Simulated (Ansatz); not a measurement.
## Starting-point dependence of the GW gap of Te2Mo (P6_3/mmc)

Aim: G0W0 for Te2Mo (P6_3/mmc) on several starting functionals, at one mesh, band count and screening cutoff.

Calculated with Ansatz 0.2.0; G0W0 on several functionals, plane waves, PAW.

Most raw output is cut from this account.

In doubt: masses and optical values from hybrid runs of this build are listed as unsure (steps 3, 4), which bears on the screening that GW takes from such a start.

## 1. The starting structure

It takes space group P6_3/mmc (No. 194, hexagonal). Conventional cell: a = 3.518 Å, b = 3.518 Å, c = 13.974 Å, α = 90.00°, β = 90.00°, γ = 120.00°. Nearest to Te lie 3 Mo at 2.72 Å. Mo has 6 Te at 2.72 Å nearest. Farther neighbours and most contacts between anions are not listed.

As a file:

```cif
data_structure
_symmetry_space_group_name_H-M 'P 1'
_symmetry_Int_Tables_number 1
_cell_length_a 3.5182
_cell_length_b 3.5182
_cell_length_c 13.9736
_cell_angle_alpha 90.000
_cell_angle_beta 90.000
_cell_angle_gamma 120.000
_cell_volume 149.79
loop_
_atom_site_label
_atom_site_type_symbol
_atom_site_fract_x
_atom_site_fract_y
_atom_site_fract_z
_atom_site_occupancy
Te1 Te 0.33333 0.66667 0.62100 1
Te2 Te 0.66667 0.33333 0.12100 1
Te3 Te 0.33333 0.66667 0.87900 1
Te4 Te 0.66667 0.33333 0.37900 1
Mo5 Mo 0.33333 0.66667 0.25000 1
Mo6 Mo 0.66667 0.33333 0.75000 1
```

The cell and positions come from the Crystallography Open Database and are kept as given unless a step says otherwise. Spin-orbit coupling is left out unless a step names it. The default PAW set here is soft_2. Its files were made with PBE.

## 2. G0W0 on PBE

Now the one-shot GW correction: screening in the RPA, then the self-energy of the levels asked for.

This step: G0W0 on PBE, plane waves, PAW.

Contents of input.yaml:

```yaml
crystal:
  lattice:
    - [3.5182, 0.0, 0.0]
    - [-1.7591, 3.0468505756, 0.0]
    - [0.0, 0.0, 13.9736]
  atoms:
    - { symbol: Te, position: [0.3333333333, 0.6666666667, 0.621] }
    - { symbol: Te, position: [0.6666666667, 0.3333333333, 0.121] }
    - { symbol: Te, position: [0.3333333333, 0.6666666667, 0.879] }
    - { symbol: Te, position: [0.6666666667, 0.3333333333, 0.379] }
    - { symbol: Mo, position: [0.3333333333, 0.6666666667, 0.25] }
    - { symbol: Mo, position: [0.6666666667, 0.3333333333, 0.75] }
kpoints:
  mp_grid: { grid: [6, 6, 2] }
hamiltonian:
  xc: pbe
scf:
  occupations: { method: fixed }
gw:
  n_empty_bands: 962
  ecut_chi: 200.0
  qp_bands: [v2, c2]
  qp_kpoints: band_edges
  screening: { model: contour_deformation }
```

Command:

```bash
$ ansatz run input.yaml --threads 3 --pin off --max-ram 64512MiB --backend cuda --events-out ev --progress --plain --runs-dir out --devices 1 --max-vram 24GiB  # rebuilt from the run's record
```

Elapsed: 64 s, on 1 × NVIDIA H100 80GB HBM3 (shared by 3 runs) with 3 threads of AMD EPYC 7R13 (Zen 3), shared host; peak memory 4.2 GiB.

Numbers from this step:

```yaml
bands_summed: 1008
rpa_eps_infinity_on_this_mesh_eigenvalues: 10.65, 19.52, 19.52
plane_waves_in_the_screening_matrix: 939
q_points_in_the_mesh: 72
g0w0_gap_on_the_mesh: 1.016 eV
k_of_the_valence_top: 0, 0, 0
k_of_the_conduction_bottom: 0.1667, 0.1667, 0
starting_gap_on_the_mesh: 0.8260 eV
z_at_the_valence_top: 0.7211
z_at_the_conduction_bottom: 0.7348
least_direct_g0w0_gap_on_the_computed_points: 1.306 eV
```

The gap on the mesh goes from 0.83 eV to 1.02 eV, a correction of +0.19 eV. Between the two edge states, bare exchange in place of the xc potential would open the gap by 4.04 eV, and correlation takes back 3.85 eV.

## 3. G0W0 on HSE06

One-shot GW remembers its start. Another functional's orbitals and levels show by how much.

This step: G0W0 on HSE06, plane waves, PAW.

input.yaml, as its differences from that of step 2:

```diff
@@ -15,3 +15,3 @@
 hamiltonian:
-  xc: pbe
+  xc: hse06
 scf:
```

The job ended after 3 min (1 × NVIDIA H100 80GB HBM3 (shared by 3 runs) with 3 threads; peak memory 4.3 GiB).

This step gave:

* bands summed: 1008
* RPA ε∞ on this mesh (eigenvalues): 8.235, 14.97, 14.97
* plane waves in the screening matrix: 939
* q-points in the mesh: 72
* G0W0 gap on the mesh: 1.187 eV
* k of the valence top: 0, 0, 0
* k of the conduction bottom: 0.1667, 0.1667, 0
* starting gap on the mesh: 1.238 eV
* Z at the valence top: 0.7498
* Z at the conduction bottom: 0.7620
* least direct G0W0 gap on the computed points: 1.439 eV

Against the run with 6×6×2 mesh, 962 empty bands, screening to 200 eV on PBE, the gap moves by +0.17 eV, while the start moved by +0.41 eV.

## 4. G0W0 on PBE0

This step: G0W0 on PBE0, plane waves, PAW.

input.yaml, as its differences from that of step 3:

```diff
@@ -15,3 +15,3 @@
 hamiltonian:
-  xc: hse06
+  xc: pbe0
 scf:
```

Elapsed: 3 min, on 1 × NVIDIA H100 80GB HBM3 (shared by 3 runs) with 3 threads; peak memory 4.7 GiB; 4.3 min of CPU time.

Numbers from this step:

```yaml
bands_summed: 1008
rpa_eps_infinity_on_this_mesh_eigenvalues: 7.174, 12.42, 12.42
plane_waves_in_the_screening_matrix: 939
g0w0_gap_on_the_mesh: 1.308 eV
k_of_the_valence_top: 0, 0, 0
k_of_the_conduction_bottom: 0.1667, 0.1667, 0
starting_gap_on_the_mesh: 1.883 eV
least_direct_g0w0_gap_on_the_computed_points: 1.560 eV
```

Against the run with 6×6×2 mesh, 962 empty bands, screening to 200 eV on HSE06, the gap moves by +0.12 eV, while the start moved by +0.64 eV.

## 5. The starts together

All on the 6×6×2 mesh with 962 empty bands and screening to 200 eV. Times are wall times on 1 × NVIDIA H100 80GB HBM3 (shared by 3 runs) with 3 threads of AMD EPYC 7R13 (Zen 3), shared host, good to a factor of about two.

| start | starting gap (eV) | shift (eV) | G0W0 gap (eV) | RPA ε∞ (harmonic mean) | Z (valence, conduction) | time |
| --- | --- | --- | --- | --- | --- | --- |
| PBE | 0.83 | +0.19 | 1.02 | 15.28 | 0.72, 0.73 | 64 s |
| HSE06 | 1.24 | −0.05 | 1.19 | 11.76 | 0.75, 0.76 | 3 min |
| PBE0 | 1.88 | −0.58 | 1.31 | 9.99 | 0.77, 0.78 | 3 min |

The parts of the quasiparticle energy at the two band edges (eV; QP = start + Σx + Σc − Vxc):

| run | edge | start | Σx | Σc | Vxc | Z | QP |
| --- | --- | --- | --- | --- | --- | --- | --- |
| PBE | valence top | 12.48 | -18.83 | 0.17 | -18.52 | 0.72 | 12.34 |
| PBE | conduction bottom | 13.30 | -13.10 | -3.68 | -16.84 | 0.73 | 13.36 |
| HSE06 | valence top | 12.17 | -18.74 | 0.19 | -18.54 | 0.75 | 12.15 |
| HSE06 | conduction bottom | 13.41 | -12.80 | -3.66 | -16.39 | 0.76 | 13.34 |
| PBE0 | valence top | 11.84 | -18.74 | 0.16 | -18.84 | 0.77 | 12.09 |
| PBE0 | conduction bottom | 13.72 | -12.75 | -3.60 | -16.03 | 0.78 | 13.40 |

For a hybrid start, Vxc holds its share of exact exchange.

## 6. Summary of results

| Quantity | Value |
| --- | --- |
| G0W0@PBE | 1.02 eV (start 0.83 eV) |
| G0W0@HSE06 | 1.19 eV (start 1.24 eV) |
| G0W0@PBE0 | 1.31 eV (start 1.88 eV) |
| known limits | not at the basis limit; no spin-orbit coupling; coarse k mesh |

In words: The starting gaps span 1.06 eV and the G0W0 gaps 0.29 eV. Between PBE and PBE0, 0.29 eV of the 1.06 eV survives, 28 %. PBE0 screens less than PBE (ε∞ 9.99 against 15.28). Of the 0.29 eV by which its G0W0 gap is higher, the correlation part gives +0.10 eV, and exchange with the one-particle terms, which follow the orbitals, +0.20 eV. On PBE0 the correction is negative: that start lies above its own G0W0 value. The smallest correction, −0.05 eV, is on HSE06, the start nearest to reproducing itself. Bands and cutoff are finite, so the gap is not at the basis limit. The miss can reach some tenths of an eV and take either sign; the mesh is an error of its own. The 6×6×2 mesh is coarse for this cell (its supercell is 21 Å along the shortest edge). The RPA ε∞ on it, from the PBE start, is 10.65 and 19.52; such meshes misread the long-range screening, most where the gap is narrow. The program warns that the mesh is coarse for exact exchange, which bears on the hybrid start's gap. The many-body steps are scalar-relativistic: spin-orbit coupling is not in them.

[Paths, hosts, dates, memory and timing lines, banners, echoed tables and standing remarks are left out of the program output.]

[Logs are printed without paths, hosts, clocks, repeated set-up lines and the standing remarks that a program may print on its own settings, such as how far it seeks lower states.]

[Runs of the session that timed out or met a known fault of the program may be left out.]

[Cells called generated may have been cut or substituted from an entry of the Crystallography Open Database or the Materials Project.]

[Hosts, paths, dates, database ids (printed as entryN), source tags and the programs' standing remarks are cut or masked in the printed files.]
